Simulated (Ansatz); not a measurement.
## What SrAlH3 (Pm-3m) distorts into

Which phase does SrAlH3 (Pm-3m) fall into along its unstable mode, and how much energy does it gain?

Main program and level: Ansatz 0.2.0; DFT PBEsol, scalar-relativistic, plane waves, PAW; PAW set soft_1.

## (1) Starting point

The structure is cubic, space group Pm-3m (No. 221). Conventional cell: a = 4.496 Å, b = 4.496 Å, c = 4.496 Å, α = 90.00°, β = 90.00°, γ = 90.00°. Nearest to Sr lie 6 H at 2.25 Å. Al has 12 H at 3.18 Å nearest. H has 2 Sr at 2.25 Å nearest. Farther neighbours, and contacts between anions beyond the nearest, are not listed.

## (2) The dispersion

Stability and thermal properties need the whole zone. Linear response on a 4×4×4 q mesh gives force constants as far as a supercell of that size would.

input.yaml

```yaml
crystal:
  lattice:
    - [4.4956135358, 0.0, 0.0]
    - [0.0, 4.4956135358, 0.0]
    - [0.0, 0.0, 4.4956135358]
  atoms:
    - { symbol: Sr, position: [0.5, 0.5, 0.5] }
    - { symbol: Al, position: [0.0, 0.0, 0.0] }
    - { symbol: H, position: [0.0, 0.5, 0.5] }
    - { symbol: H, position: [0.5, 0.5, 0.0] }
    - { symbol: H, position: [0.5, 0.0, 0.5] }
kpoints:
  mp_grid: { grid: [8, 8, 8] }
hamiltonian:
  xc: pbesol
  pseudopotentials: { kind: paw, azcp: { folder: soft_1 }, xc_functional: pbe }
scf:
  occupations: { method: methfessel_paxton, width: 0.2 }
output:
  eigenvalues: true
phonons:
  method: dfpt
  qmesh: [4, 4, 4]
  temperatures: { t_max: 1000, t_step: 50 }
  qpath:
    path:
      - [[0.0, 0.0, 0.0], [0.0, 0.5, 0.0], [0.5, 0.5, 0.0], [0.0, 0.0, 0.0], [0.5, 0.5, 0.5], [0.0, 0.5, 0.0]]
      - [[0.5, 0.5, 0.5], [0.5, 0.5, 0.0]]
    npoints: 10
```

On the command line:

```
> ansatz run input.yaml --threads 4 --pin off --max-ram 10240MiB --backend cpu --events-out ev --progress --plain --runs-dir out
```

The program printed:

```text
Engine: ansatz 0.2.0, aarch64-unknown-linux-gnu
Pseudopotentials: kind: paw
Pseudopotential: Sr, paw, valence charge 10, recommended cutoff 420 eV (normal), soft_1/Sr.paw.azcp
Pseudopotential: Al, paw, valence charge 3, recommended cutoff 420 eV (normal), soft_1/Al.paw.azcp
Pseudopotential: H, paw, valence charge 1, recommended cutoff 420 eV (normal), soft_1/H.paw.azcp
Functional definition: PBEsol
  exchange = pbesol_x
  correlation = pbesol_c
Crystal: 5 atoms, lattice volume = 90.859 Å³
Basis set: ecut = 420 eV, 1791 PW (Γ), exchange–correlation on 64×64×64 points (8 copies of the dense FFT grid, shifted against one another)
Bands: 13, of which v1, the nominal top of the filled ones, is band 8 counted from 1 (7 counted from 0)
Symmetry: 48 space group operations
k-points: 35 of 512
Non-local potential: Sr, projectors of the file, l = 0: 3, l = 1: 2, l = 2: 2
Non-local potential: Al, projectors of the file, l = 0: 2, l = 1: 2, l = 2: 1
Non-local potential: H, projectors of the file, l = 0: 2, l = 1: 1
PAW form: soft (Blöchl's): semilocal exchange-correlation on the pseudo side does not see the compensation charge
PAW frozen core: Sr, regenerated for the run's functional, and the local potential with it (the file was generated under x = pbe(κ = 0.804, μ = 0.219515), c = pbe(β = 0.066725))
PAW frozen core: Al, regenerated for the run's functional, and the local potential with it (the file was generated under x = pbe(κ = 0.804, μ = 0.219515), c = pbe(β = 0.066725))
PAW one-centre angular grid: Sr, 110 points (default); XC on 64 Gauss nodes
PAW one-centre angular grid: Al, 110 points (default); XC on 64 Gauss nodes
PAW one-centre angular grid: H, 110 points (default); XC on 64 Gauss nodes
Initial density: superposition of atomic densities (chi_scale 0.1, normalization cell, long waves kept (reshape's long-wave potential 0.00 eV rms))
Initial wavefunctions: pseudopotential atomic-orbital guess
Functional: x = pbesol(κ = 0.804, μ = 0.123457), c = pbesol(β = 0.046)
SCF iter   1: F=—  HF=-4064.007231 eV  |F-HF|=—  |Δ(HF+E_count)|=         —  Δρ=5.72e-2  dr2=5.26e0  ethr=3.10e-3  ⟨swp⟩=7.8  Hψ=3656  notcnv=0
preconditioner: auto → Kerker (q_TF=auto, 2.043 Å⁻¹)  [metal: Δε(μ)=0.049 eV  Ē_g=6.432 eV  σ=0.200 eV  W_gap=0.21  n_scr=18 (ndim 8)  ℏωp=11.0 eV  f_vac=0.000  D(μ)=0.05/eV (n_scr^D=0)]
SCF iter   2: F=—  HF=-4062.729870 eV  |F-HF|=—  |Δ(HF+E_count)|=    1.28e0  S|Δr|=    0.00e0  Δρ=2.86e-2  dr2=1.87e0  ethr=3.10e-3  ⟨swp⟩=2.8  Hψ=1026  notcnv=0  defer=25
preconditioner: auto → Resta (q_TF=auto, 2.043 Å⁻¹)  ε∞=4.3  [insulator: Δε(μ)=0.224 eV  Ē_g=6.094 eV  σ=0.200 eV  W_gap=0.67  n_scr=18 (ndim 8)  ℏωp=11.0 eV  f_vac=0.000  D(μ)=0.06/eV (n_scr^D=0)  ε∞_Penn≈4.3]
SCF iter   3: F=—  HF=-4062.085451 eV  |F-HF|=—  |Δ(HF+E_count)|=   6.44e-1  S|Δr|=    0.00e0  Δρ=7.95e-3  dr2=4.28e-2  ethr=3.10e-3  ⟨swp⟩=3.1  Hψ=870  notcnv=0  defer=25
SCF iter   4: F=—  HF=-4062.076874 eV  |F-HF|=—  |Δ(HF+E_count)|=   8.58e-3  S|Δr|=    0.00e0  Δρ=1.89e-3  dr2=9.15e-3  ethr=2.67e-4  ⟨swp⟩=2.6  Hψ=876  notcnv=0  defer=26
SCF iter   5: F=—  HF=-4062.074389 eV  |F-HF|=—  |Δ(HF+E_count)|=   2.48e-3  S|Δr|=    0.00e0  Δρ=4.19e-4  dr2=2.83e-4  ethr=5.72e-5  ⟨swp⟩=2.0  Hψ=549  notcnv=0  defer=26
SCF iter   6: F=—  HF=-4062.074343 eV  |F-HF|=—  |Δ(HF+E_count)|=   4.67e-5  S|Δr|=    0.00e0  Δρ=5.95e-5  dr2=6.25e-6  ethr=1.77e-6  ⟨swp⟩=2.0  Hψ=558  notcnv=0  defer=26
SCF iter   7: F=—  HF=-4062.074349 eV  |F-HF|=—  |Δ(HF+E_count)|=   6.16e-6  S|Δr|=    0.00e0  Δρ=2.19e-5  dr2=8.07e-7  ethr=3.91e-8  ⟨swp⟩=2.4  Hψ=691  notcnv=0  defer=26
SCF iter   8: F=—  HF=-4062.074346 eV  |F-HF|=—  |Δ(HF+E_count)|=   2.79e-6  S|Δr|=    0.00e0  Δρ=2.85e-6  dr2=1.39e-8  ethr=5.04e-9  ⟨swp⟩=2.2  Hψ=539  notcnv=0  defer=26
SCF iter   9: F=—  HF=-4062.074346 eV  |F-HF|=—  |Δ(HF+E_count)|=   4.98e-9  S|Δr|=    0.00e0  Δρ=4.45e-7  dr2=5.91e-11  ethr=8.69e-11  ⟨swp⟩=2.1  Hψ=614  notcnv=0  defer=26
SCF iter  10: F=-4062.074346 eV  HF=-4062.074346 eV  |F-HF|=2.27e-12  |Δ(HF+E_count)|=  7.09e-11  S|Δr|=    0.00e0  Δρ=7.25e-8  dr2=5.72e-12  ethr=1.00e-12  ⟨swp⟩=14.0  Hψ=3519  notcnv=0
SCF 1 converged in 10 iterations: F = -4062.074346 eV  dr2 = 5.72e-12
  greatest PAW one-centre occupation: 0.987 electrons in one spin orbital (limit 2), on the Sr atom at site 0 (counted from 0), in its partial waves of l = 0
Initial density: read from a saved state, or passed on in memory by an earlier SCF of this step, an earlier step, the calling program or the single point that the run made first
iter 1 solved again at ethr=3.14e-7 eV; its pass at ethr=3.10e-3 eV (dr2=5.02e-5 eV) is discarded
SCF iter   1: F=—  HF=-4062.074344 eV  |F-HF|=—  |Δ(HF+E_count)|=         —  Δρ=5.08e-7  dr2=1.82e-10  ethr=3.14e-7  ⟨swp⟩=3.9  Hψ=5147  notcnv=0
eigensolver tolerance schedule: the retry pair's looser diagonalisation over-reported the residual by 276157.94 of it (diagonalisation noise at an unbounded share of the residual, at the tolerance the schedule requests for it); recorded, not acted on — ethr = c·dr2/N_el stays at c = 1.0e-1
preconditioner: auto → Resta (q_TF=auto, 2.043 Å⁻¹)  ε∞=4.6  [insulator: Δε(μ)=0.142 eV  Ē_g=5.834 eV  σ=0.200 eV  W_gap=0.56  n_scr=18 (ndim 8)  ℏωp=11.0 eV  f_vac=0.000  D(μ)=0.31/eV (n_scr^D=0)  ε∞_Penn≈4.6]
SCF iter   2: F=—  HF=-4062.074346 eV  |F-HF|=—  |Δ(HF+E_count)|=   1.85e-6  S|Δr|=    0.00e0  Δρ=2.54e-7  dr2=3.78e-11  ethr=1.14e-12  ⟨swp⟩=4.7  Hψ=1331  notcnv=0
SCF iter   3: F=—  HF=-4062.074346 eV  |F-HF|=—  |Δ(HF+E_count)|=  1.82e-12  S|Δr|=    0.00e0  Δρ=1.63e-7  dr2=1.60e-11  ethr=1.00e-12  ⟨swp⟩=5.4  Hψ=1779  notcnv=0
SCF iter   4: F=-4062.074346 eV  HF=-4062.074346 eV  |F-HF|=1.36e-12  |Δ(HF+E_count)|=  9.55e-12  S|Δr|=    0.00e0  Δρ=5.01e-8  dr2=1.70e-12  ethr=1.00e-12  ⟨swp⟩=2.5  Hψ=881  notcnv=0
SCF 2 converged in 4 iterations: F = -4062.074346 eV  dr2 = 1.70e-12
phonons: the bands overlap, so this run is a metal and interpolates without the dipole-dipole term. If the crystal is really an insulator or semiconductor, its LO-TO splitting is missing
NSCF: frozen V_eff on 35 k-points
NSCF: frozen V_eff on 125 k-points
DFPT response loops at q = (0, 0, 0) (fractional): preconditioner auto → Kerker (q_TF=auto, 2.043 Å⁻¹) (partly filled bands, converged f_vac=0.000); β = 1.00, the filter's whole step (`scf.mixing.beta` (0.50) is not read by the response loops under this deck's `scf.mixing.preconditioner`; to damp them name `kerker` or `kerker_dos`, under which they read `scf.mixing.beta`, and type it under 1.00, their step now; both keys bind the ground state too); Broyden in place of MSR1
NSCF: frozen V_eff on 400 k-points
DFPT response loops at q = (0, 0, 0.25) (fractional): mixed as the last ones told, above
NSCF: frozen V_eff on 250 k-points
DFPT response loops at q = (0, 0, -0.5) (fractional): mixed as the last ones told, above
NSCF: frozen V_eff on 640 k-points
DFPT response loops at q = (0, 0.25, 0.25) (fractional): mixed as the last ones told, above
NSCF: frozen V_eff on 400 k-points
DFPT response loops at q = (0, 0.25, -0.5) (fractional): mixed as the last ones told, above
NSCF: frozen V_eff on 250 k-points
DFPT response loops at q = (0, -0.5, -0.5) (fractional): mixed as the last ones told, above
NSCF: frozen V_eff on 1024 k-points
DFPT response loops at q = (0.25, 0.25, 0.25) (fractional): mixed as the last ones told, above
NSCF: frozen V_eff on 640 k-points
DFPT response loops at q = (0.25, 0.25, -0.5) (fractional): mixed as the last ones told, above
NSCF: frozen V_eff on 400 k-points
DFPT response loops at q = (0.25, -0.5, -0.5) (fractional): mixed as the last ones told, above
NSCF: frozen V_eff on 250 k-points
DFPT response loops at q = (-0.5, -0.5, -0.5) (fractional): mixed as the last ones told, above
SCF converged after 10 iterations
Stability not checked: this state was not tested for a lower state beside it, because cold or Methfessel-Paxton smearing, or corrected tetrahedra, fill the levels in a way that the test cannot read (fill_not_monotonic; see scf.lower_state_search)
Free energy (F): -4062.074346 eV
Harris-Foulkes:  -4062.074346 eV  (|F-HF|=2.27e-12)
Internal energy: -4062.075336 eV  (E = F + TS)
E sigma→0 (E₀):  -4062.074594 eV
Entropy (-TS):   0.000991 eV (0.198 meV/atom)
Fermi energy:    2.811716 eV
Step filling:    the computed levels leave a gap of 0.1422 eV = 0.7 smearing widths at the electron count; against every level under it full and every level over it empty, smearing changes F+E_penalty+E_count by +0.604 meV and its σ→0 estimate by +0.356 meV
--- Per-component energies (eV) ---
  E_band       = -134.606297
  E_kinetic    = 288.596783
  E_local      = -890.089985  (includes V_loc(G=0)·N_el)
  E_nonlocal   = 247.415784
  E_hartree    = 240.560359
  E_xc         = -233.166109
  E_vxc        = -213.304453  (∫ρ·V_xc dr)
  E_paw        = -3097.948180  (= ΣΔE_a)
  E_vpaw       = -48.342420  (= ΣTr[D̂ρ^β])
  E_aug_tail   = -0.002764  (compensation charges beyond the density's cutoff)
  E_ewald      = -617.594712
  E_core_change = 0.153487  (= ΣΔE_core)
  E_smearing   = 0.000991  (= −TS)
  E_closure    = -0.000000  (closes the sum)
  Σ components = -4062.074346   (vs F -4062.074346, Δ=0.00e0)
--- Band table (eV; the first three rows and the last of 35) ---
  k-point 0: bands = [... 4 lower, -3.0198, 0.7202, 0.7202, 2.7485, 5.0527, 5.0527, 5.0527, 8.7194, ... 1 higher]
  k-point 1: bands = [... 4 lower, -2.8945, 0.7115, 0.7486, 2.4747, 5.0367, 5.0367, 5.3855, 8.6971, ... 1 higher]
  k-point 2: bands = [... 4 lower, -2.5352, 0.3797, 0.8199, 2.3683, 4.9926, 4.9926, 5.9379, 8.7326, ... 1 higher]
  k-point 34: bands = [... 4 lower, 0.0213, 1.8419, 1.8419, 1.8419, 2.6901, 2.6901, 2.6901, 8.6194, ... 1 higher]
--- Phonons (Γ-DFPT): 4 representative perturbations + reference (Σ response iterations 12) ---
  ASR residual: 1.639e-4 → 0.000e0 eV/Å²; symmetrization residual: 7.215e-8 eV/Å²
  ASR residual per site (eV/Å²): 1.64e-4 1.82e-5 2.68e-5 2.68e-5 2.68e-5
  Γ frequencies (cm⁻¹): -603.98 -603.98 -603.98 -505.00 -505.00 -505.00 0.00 0.00 0.00 101.58 101.58 101.58 1383.05 1383.05 1383.05
--- Phonons (arbitrary-q DFPT): 10 irreducible q on the 4×4×4 mesh ---
  q = [0.0000, 0.0000, 0.0000] (star 1, of the zone-centre solve; hermiticity 2.06e-8, symmetrization 1.46e-14): -603.98 -603.98 -603.98 -505.00 -505.00 -505.00 -0.00 0.00 0.00 101.58 101.58 101.58 1383.05 1383.05 1383.05
  q = [0.0000, 0.0000, 0.2500] (star 6, 9 solved perturbations in 1560 linear systems a pass and spin channel, the states on 200 of 512 k-point pairs; hermiticity 4.32e-8, symmetrization 4.41e-13): -533.24 -533.24 -487.58 -470.62 -470.62 -126.85 25.44 25.44 76.13 92.46 92.46 182.76 1383.12 1383.12 1402.50
  q = [0.0000, 0.0000, -0.5000] (star 3, 9 solved perturbations in 975 linear systems a pass and spin channel, the states on 125 of 512 k-point pairs; hermiticity 2.56e-8, symmetrization 1.80e-9): -469.54 -469.54 -461.46 -428.68 -428.68 50.30 50.30 55.23 65.92 65.92 115.15 299.43 1383.18 1383.18 1421.25
  q = [0.0000, 0.2500, 0.2500] (star 12, 9 solved perturbations in 2460 linear systems a pass and spin channel, the states on 320 of 512 k-point pairs; hermiticity 5.03e-8, symmetrization 6.10e-14): -632.55 -529.65 -490.22 -440.03 -439.82 11.14 50.77 71.52 74.03 105.78 126.62 262.03 1383.14 1387.79 1415.86
  q = [0.0000, 0.2500, -0.5000] (star 12, 15 solved perturbations on 200 of 512 k-point pairs; hermiticity 1.03e-7, symmetrization 7.09e-9): -562.64 -548.85 -533.38 -435.25 -409.87 -45.86 50.63 68.50 80.75 123.22 146.17 283.37 1383.16 1389.71 1429.43
  q = [0.0000, -0.5000, -0.5000] (star 3, 9 solved perturbations in 975 linear systems a pass and spin channel, the states on 125 of 512 k-point pairs; hermiticity 5.26e-8, symmetrization 4.28e-15): -742.35 -742.35 -565.38 -392.41 -392.41 -102.94 51.14 78.20 78.20 154.62 154.62 299.72 1383.16 1395.13 1442.61
  q = [0.2500, 0.2500, 0.2500] (star 8, 4 solved perturbations in 1376 linear systems a pass and spin channel, the states on 512 of 512 k-point pairs; hermiticity 4.18e-8, symmetrization 1.07e-13): -562.35 -562.35 -552.03 -440.44 -440.44 -121.54 100.50 100.50 106.79 125.27 125.27 224.13 1387.97 1387.97 1423.67
  q = [0.2500, 0.2500, -0.5000] (star 12, 9 solved perturbations in 2460 linear systems a pass and spin channel, the states on 320 of 512 k-point pairs; hermiticity 4.32e-8, symmetrization 4.73e-9): -542.37 -538.32 -499.84 -493.86 -477.18 -205.63 103.93 112.78 130.59 133.58 143.80 196.93 1388.04 1391.62 1435.55
  q = [0.2500, -0.5000, -0.5000] (star 6, 9 solved perturbations in 1560 linear systems a pass and spin channel, the states on 200 of 512 k-point pairs; hermiticity 3.90e-8, symmetrization 2.98e-14): -602.35 -602.35 -550.26 -453.67 -453.67 -314.77 112.98 138.35 138.35 154.75 154.75 182.04 1390.17 1397.23 1445.64
  q = [-0.5000, -0.5000, -0.5000] (star 1, 4 solved perturbations in 350 linear systems a pass and spin channel, the states on 125 of 512 k-point pairs; hermiticity 3.83e-9, symmetrization 1.97e-13): -531.42 -531.42 -531.42 -523.34 -523.34 -523.34 149.36 149.36 149.36 157.48 157.48 157.48 1400.00 1400.00 1451.18
  sum rule: each row above includes the acoustic sum rule's correction from the zone centre's row sums; it moved no ω² by more than (2.69 cm⁻¹)²
  mesh force constants: q→R imaginary residual 9.13e-19; ASR residual 1.639e-4 → 0.000e0 eV/Å²; symmetrization residual 4.441e-15 eV/Å²
  interpolated dispersion: 62 rows × 15 modes
  density of states and harmonic sums: on the 16×16×16 q-mesh, interpolated from the force constants of a 4×4×4 supercell (no non-analytic term)
  largest difference from the sums on the solved wave vectors: F 2.38e-2 eV, S 2.61e-5 and C_V 3.07e-6 eV/K
  zero-point energy: 0.306883 eV/cell   skipped modes (ω ≤ 0): 965, of them read as no rigid motion or as one in doubt: 962 (5.840e0 modes/cell left out, lowest -742.35 cm⁻¹)   left out of the sums: 3.89e-1 of the cell's modes: C_V's classical limit lies that fraction below 3 k_B per atom; for a crystal, a wire or a layer, F and S can be off by more, and a phonons.interpolated_qmesh denser along its periods is the remedy for the sampling
```

Wall time 5.7 min (4 threads of Arm Neoverse V1, shared host); peak memory 1.4 GiB; 22 min of CPU time.

Read from the output:

- volume per atom: 18.17 Å³
- gap on the k-mesh: 0 eV
- sum-rule residual before enforcement: 1.64e-4 eV/Å²
- lowest frequency on the path: -742.3 cm⁻¹
- point group: m-3m
- highest frequency on path, mesh or solved points: 1451 cm⁻¹
- highest optical mode at the zone centre (no LO-TO term): 1383 cm⁻¹
- lowest optical zone-centre mode: -604.0 cm⁻¹
- lowest mode on the q mesh (acoustic modes at Γ apart): -742.4 cm⁻¹

Frequencies (cm⁻¹) solved at each irreducible wavevector; negative means imaginary. Frequencies by wavevector, by row:

```tsv
q in reciprocal lattice units	star	mode 1	mode 2	mode 3	mode 4	mode 13	mode 14	mode 15
0 0 0	1	-604	-604	-604	-505	1383	1383	1383
0 0 0.25	6	-533.2	-533.2	-487.6	-470.6	1383	1383	1402
0 0 -0.5	3	-469.5	-469.5	-461.5	-428.7	1383	1383	1421
0 0.25 0.25	12	-632.5	-529.6	-490.2	-440	1383	1388	1416
0 0.25 -0.5	12	-562.6	-548.9	-533.4	-435.2	1383	1390	1429
0 -0.5 -0.5	3	-742.4	-742.4	-565.4	-392.4	1383	1395	1443
0.25 0.25 0.25	8	-562.4	-562.4	-552	-440.4	1388	1388	1424
0.25 0.25 -0.5	12	-542.4	-538.3	-499.8	-493.9	1388	1392	1436
0.25 -0.5 -0.5	6	-602.4	-602.4	-550.3	-453.7	1390	1397	1446
-0.5 -0.5 -0.5	1	-531.4	-531.4	-531.4	-523.3	1400	1400	1451
```

Interpolated from a 4×4×4 q mesh. Phonon branches along the path, in cm⁻¹:

```tsv
point	branch 1	branch 2	branch 3	branch 4	branch 12	branch 13	branch 14	branch 15
Γ	-604	-604	-604	-505	102	1383	1383	1383
halfway	-533	-533	-488	-471	183	1383	1383	1402
X	-470	-470	-462	-429	299	1383	1383	1421
halfway	-563	-549	-533	-435	283	1383	1390	1429
M	-742	-742	-565	-392	300	1383	1395	1443
halfway	-632	-530	-490	-440	262	1383	1388	1416
Γ	-604	-604	-604	-505	102	1383	1383	1383
halfway	-562	-562	-552	-440	224	1388	1388	1424
R	-531	-531	-531	-523	158	1400	1400	1451
halfway	-542	-538	-500	-494	197	1388	1392	1436
X	-470	-470	-462	-429	299	1383	1383	1421
jump to R	-531	-531	-531	-523	158	1400	1400	1451
halfway	-602	-602	-550	-454	182	1390	1397	1446
M	-742	-742	-565	-392	300	1383	1395	1443
```

Symmetry leaves 10 wavevectors to solve. The lowest mode among them, the acoustic zeros apart, lies at q = (0, -0.5, -0.5) and is imaginary, 742.4i cm⁻¹, so the energy falls along it.

## (3) The mode frozen in, largest atomic shift 0 Å

The mode followed lies at q = (0, -0.5, -0.5) with frequency 742.3i cm⁻¹ and is 2-fold degenerate, the softest among the wavevectors solved. At small amplitude the pattern taken leaves space group no. 51 by a symmetry search on the positions. The undistorted cell that holds it gives the zero of energy on the same k mesh.

System of this step: SrAlH3. It takes space group Pm-3m (No. 221, cubic). The conventional cell has a = 4.496 Å, b = 4.496 Å, c = 4.496 Å, α = 90.00°, β = 90.00°, γ = 90.00°. Sr has 6 H at 2.25 Å nearest. Al has 12 H at 3.18 Å nearest. Nearest to H lie 2 Sr at 2.25 Å. Nearest to H lie 2 Sr at 2.25 Å. Farther neighbours, and contacts between anions beyond the nearest, are not listed.

input.yaml

```yaml
crystal:
  lattice:
    - [-4.4956135358, 0.0, 0.0]
    - [0.0, -4.4956135358, -4.4956135358]
    - [0.0, -4.4956135358, 4.4956135358]
  atoms:
    - { symbol: Sr, position: [0.5, 0.0, 0.5] }
    - { symbol: Sr, position: [0.5, 0.5, 0.0] }
    - { symbol: Al, position: [0.0, 0.5, 0.5] }
    - { symbol: Al, position: [0.0, 0.0, 0.0] }
    - { symbol: H, position: [0.0, 0.0, 0.5] }
    - { symbol: H, position: [0.0, 0.5, 0.0] }
    - { symbol: H, position: [0.5, 0.25, 0.25] }
    - { symbol: H, position: [0.5, 0.75, 0.75] }
    - { symbol: H, position: [0.5, 0.25, 0.75] }
    - { symbol: H, position: [0.5, 0.75, 0.25] }
kpoints:
  mp_grid: { grid: [8, 6, 6] }
hamiltonian:
  xc: pbesol
  pseudopotentials: { kind: paw, azcp: { folder: soft_1 }, xc_functional: pbe }
scf:
  occupations: { method: methfessel_paxton, width: 0.2 }
output:
  forces: true
  stress: true
  eigenvalues: true
```

The program printed:

```text
[...]
Crystal: 10 atoms, lattice volume = 181.718 Å³
Basis set: ecut = 420 eV, 3531 PW (Γ), exchange–correlation on 64×90×90 points (8 copies of the dense FFT grid, shifted against one another)
Bands: 26, of which v1, the nominal top of the filled ones, is band 16 counted from 1 (15 counted from 0)
Symmetry: 32 space group operations
[...]
k-points: 50 of 288
[...]
k-point 0: bands = [... 12 lower, 0.7208, 0.9923, 0.9923, 2.7488, 5.0520, 5.0530, 5.0530, 5.5363, ... 5 higher]
  k-point 1: bands = [... 12 lower, 0.7422, 0.9781, 1.2922, 2.4675, 5.0417, 5.0586, 5.3316, 5.4269, ... 5 higher]
  k-point 2: bands = [... 12 lower, 0.7988, 0.9358, 1.6169, 2.0059, 5.0496, 5.0855, 5.2953, 5.3869, ... 5 higher]
  k-point 49: bands = [... 12 lower, 0.9917, 0.9917, 0.9924, 0.9924, 5.5350, 5.5350, 5.5358, 5.5358, ... 5 higher]
[key lines of the parts left out:]
SCF converged after 8 iterations
Free energy (F): -8124.148542 eV
Fermi energy:    2.822417 eV
P = ⅓ Tr σ = 0.0009 GPa (0.009 kbar)
```

Elapsed: 4.5 s, on 4 threads; peak memory 0.54 GiB.

Numbers from this step:

- pressure: 9.36e-4 GPa
- energy from the undistorted cell: 0 meV/atom

The run ends at a pressure of 0.00 GPa.

(Continued in part 2 of 3.)

[Long decimals in the printed logs are rounded to 6 places.]

[Logs are printed without paths, hosts, clocks, repeated set-up lines and the standing remarks that a program may print on its own settings, such as how far it seeks lower states.]

[Hosts, paths, dates, database ids (printed as entryN), source tags and the programs' standing remarks are cut or masked in the printed files.]

[Where the starting crystal was built by hand or by swapping elements, it need not be the compound's stable phase.]
